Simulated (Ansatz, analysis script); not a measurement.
# Magnetovolume effects in a free-standing triangular Rh monolayer, spacing 2.603 Å, part 2 of 2

Wanted: energy and moment of a free-standing triangular Rh monolayer, spacing 2.603 Å against in-plane size, with typed moments, small moments and no spin.

Ansatz 0.2.0; PBE, PAW set soft_1.

So far. Step 7 (Factor 1.07, typed moments): It ends ferromagnetic, with 1.19 μB on the largest site.

## Step 8: Factor 1.25, typed moments

Level of this step: Ansatz DFT, collinear, cell scaled along its periodic directions; PBE, PAW set soft_1; PAW set soft_1 (Ansatz).

Input file input.yaml:

```yaml
crystal:
  lattice:
    - [2.91024247, 0.0, 0.0]
    - [-1.45512124, 2.52034377, 0.0]
    - [0.0, 0.0, 14.0]
  atoms:
    - { symbol: Rh, position: [0.0, 0.0, 0.5], spin: 1.0 }
magnetization:
  spin_polarized: true
kpoints:
  mp_grid: { grid: [26, 26, 1] }
hamiltonian:
  xc: pbe
  pseudopotentials: { kind: paw, azcp: { folder: soft_1 } }
scf:
  occupations: { method: fermi_dirac, width: 0.05 }
  max_iter: 120
  convergence: { dr2_threshold: 1.0e-08 }
  lower_state_search: "off"
basis:
  ecutwfc: 420.0
output:
  stress: true
```

Started as:

```
$ ansatz run input.yaml --threads 1 --pin off --max-ram 2560MiB --backend cpu --events-out ev --progress --plain --runs-dir out
```

Numbers of over 12 decimals in the logs are rounded to 6 here.

What it wrote:

```text
[...]
Crystal: 1 atoms, lattice volume = 102.687 Å³
Basis set: ecut = 420 eV, 2015 PW (Γ)
Bands: 13, of which v1, the nominal top of the filled ones, is band 9 counted from 1 (8 counted from 0)
Symmetry: 24 space group operations
[...]
k-points: 70 of 676
[...]
Internal energy: -6400.612170 eV  (E = F + TS)
E sigma→0 (E₀):  -6400.625385 eV
Entropy (-TS):   -0.026431 eV (-26.431 meV/atom)
Fermi energy:    -1.661140 eV
[...]
--- Stress (GPa, compression-positive) ---
       -6.761010       0.000000       0.000000
        0.000000      -6.761010       0.000000
        0.000000       0.000000      -0.000366
  P = ⅓ Tr σ = -4.5075 GPa (-45.075 kbar)
[key lines of the parts left out:]
SCF converged after 15 iterations
Magnetization: 1.4659 μB (9.2330 up, 7.7670 down)
Free energy (F): -6400.638600 eV
```

Elapsed: 13 s, on 1 thread of Arm Neoverse V1, shared host; peak memory 0.4 GiB.

It ends ferromagnetic, with 1.38 μB on the largest site.

## Step 9: Factor 1.36, no spin

input.yaml, the sections that differ from step 8:

```yaml
crystal:
  lattice:
    - [3.03559356, 0.0, 0.0]
    - [-1.51779678, 2.62890099, 0.0]
    - [0.0, 0.0, 14.0]
  atoms:
    - { symbol: Rh, position: [0.0, 0.0, 0.5] }
scf:
  occupations: { method: fermi_dirac, width: 0.05 }
  max_iter: 120
  convergence: { dr2_threshold: 1.0e-08 }
# kpoints, hamiltonian, basis, output: as in step 8
# magnetization: removed
```

What it wrote:

```text
[...]
Crystal: 1 atoms, lattice volume = 111.724 Å³
Basis set: ecut = 420 eV, 2147 PW (Γ)
Bands: 13, of which v1, the nominal top of the filled ones, is band 9 counted from 1 (8 counted from 0)
Symmetry: 24 space group operations
[...]
k-points: 70 of 676
[...]
SCF iter   1: F=—  HF=-6400.181619 eV  |F-HF|=—  |Δ(HF+E_count)|=         —  Δρ=2.46e-2  dr2=6.02e-1  ethr=3.10e-3  ⟨swp⟩=5.7  Hψ=4988  notcnv=0
[...]
SCF iter   9: F=-6400.059532 eV  HF=-6400.059532 eV  |F-HF|=4.04e-9  |Δ(HF+E_count)|=   1.82e-7  Δρ=9.27e-7  dr2=7.16e-10  ethr=5.88e-11  ⟨swp⟩=5.0  Hψ=3066  notcnv=0
SCF 1 converged in 9 iterations: F = -6400.059532 eV  dr2 = 7.16e-10
[...]
SCF converged after 9 iterations
Free energy (F): -6400.059532 eV
[...]
Internal energy: -6399.995986 eV  (E = F + TS)
E sigma→0 (E₀):  -6400.027759 eV
Entropy (-TS):   -0.063546 eV (-63.546 meV/atom)
Fermi energy:    -2.249264 eV
[...]
--- Stress (GPa, compression-positive) ---
       -7.242713       0.000000       0.000000
        0.000000      -7.242713       0.000000
        0.000000       0.000000      -0.000260
  P = ⅓ Tr σ = -4.8286 GPa (-48.286 kbar)
```

Elapsed: 5.1 s, on 1 thread; peak memory 0.37 GiB.

This is the reference without moments at this size.

18 more runs differ from these in the same keys alone and are tabled below.

## Step 10: Another try

A test of how the program answers to a changed input.

Input file input.yaml:

```yaml
crystal:
  lattice:
    - [2.32819398, 0.0, 0.0]
    - [-1.16409699, 2.01627502, 0.0]
    - [0.0, 0.0, 14.0]
  atoms:
    - { symbol: Rh, position: [0.0, 0.0, 0.5], spin: 1.0 }
magnetization:
  spin_polarized: true
kpoints:
  mp_grid: { grid: [26, 26, 1] }
hamiltonian:
  xc: pbe
  noncollinear_xc: multicollinear
  pseudopotentials: { kind: paw, azcp: { folder: soft_1 } }
scf:
  occupations: { method: fermi_dirac, width: 0.05 }
  max_iter: 50
  convergence: { dr2_threshold: 1.0e-08 }
  lower_state_search: "off"
basis:
  ecutwfc: 420.0
output:
  stress: true
```

Started as:

```
$ ansatz run input.yaml --threads 2 --pin off --max-ram 5120MiB --backend cpu --events-out ev --progress --plain --runs-dir out
```

What it wrote:

```text
Error: inconsistent input (hamiltonian.noncollinear_xc, magnetization.noncollinear): multicollinear requires magnetization.noncollinear: true — the multicollinear treatment sphere-averages signed projections of the vector magnetisation, which a collinear or unpolarized run does not carry; enable non-collinear magnetism (with starting moments — the toggle is inert on a moment-less spinor run) or drop the toggle
```

Wall time 0.02 s (2 threads); peak memory 0.031 GiB.

The program refused the input before any cycle.

The program's message: “Error: inconsistent input (hamiltonian.noncollinear_xc, magnetization.noncollinear): multicollinear requires magnetization.noncollinear: true — the multicollinear treatment sphere-averages signed proj …”

The change that led to it: hamiltonian = {"noncollinear_xc": "multicollinear"}.

## Step 11: All sizes

```csv
factor,E typed (meV/atom),E small,E no spin,"largest moment, typed (μB)",small,"state, typed","state, small"
0.8,794.5,794.5,795.3,0.18,0.18,ferromagnetic,ferromagnetic
0.87,226.2,226.2,235.8,0.50,0.50,ferromagnetic,ferromagnetic
0.94,15.7,15.7,44.9,0.84,0.84,ferromagnetic,ferromagnetic
1,0.0,0.0,58.8,1.08,1.08,ferromagnetic,ferromagnetic
1.07,104.4,104.4,197.9,1.19,1.19,ferromagnetic,ferromagnetic
1.15,318.6,318.6,446.2,1.28,1.28,ferromagnetic,ferromagnetic
1.25,650.7,650.7,813.9,1.38,1.38,ferromagnetic,ferromagnetic
1.36,1031.2,1031.2,1229.8,1.53,1.53,ferromagnetic,ferromagnetic
```

## Step 12: What came out

```
lowest run                  : factor 1, typed moments
largest moment, typed start : 0.182 μB at 0.8 to 1.53 μB at 1.36
gain by magnetism           : 0.7 to 198.6 meV/atom
```

In words: From a factor of 0.8 to 1.36 the largest moment goes from 0.18 to 1.53 μB. The moment grows with the cell, as narrower bands favour. Site moments are taken in spheres that grow with the cell. Both magnetic starts, which share one pattern of signs, end on one state at every size; other orders were not tried. Without spin the lowest energy lies at 0.94, under the magnetic state's 1: moments expand the cell. The cell's shape and the atoms were not relaxed. The 24 scaled-cell runs took 3.7 min of wall time, added up.

[Logs and program files are shortened in this print: banners, set-up blocks, solver, clock and traceback lines can be left out without a mark of their own.]

[Logs are printed without paths, hosts, clocks, repeated set-up lines and the standing remarks that a program may print on its own settings, such as how far it seeks lower states.]

[Hosts, paths, dates, database ids (printed as entryN), source tags and the programs' standing remarks are cut or masked in the printed files.]

[Where the input sets lower_state_search to off, the program did not look for lower states, so one may exist.]
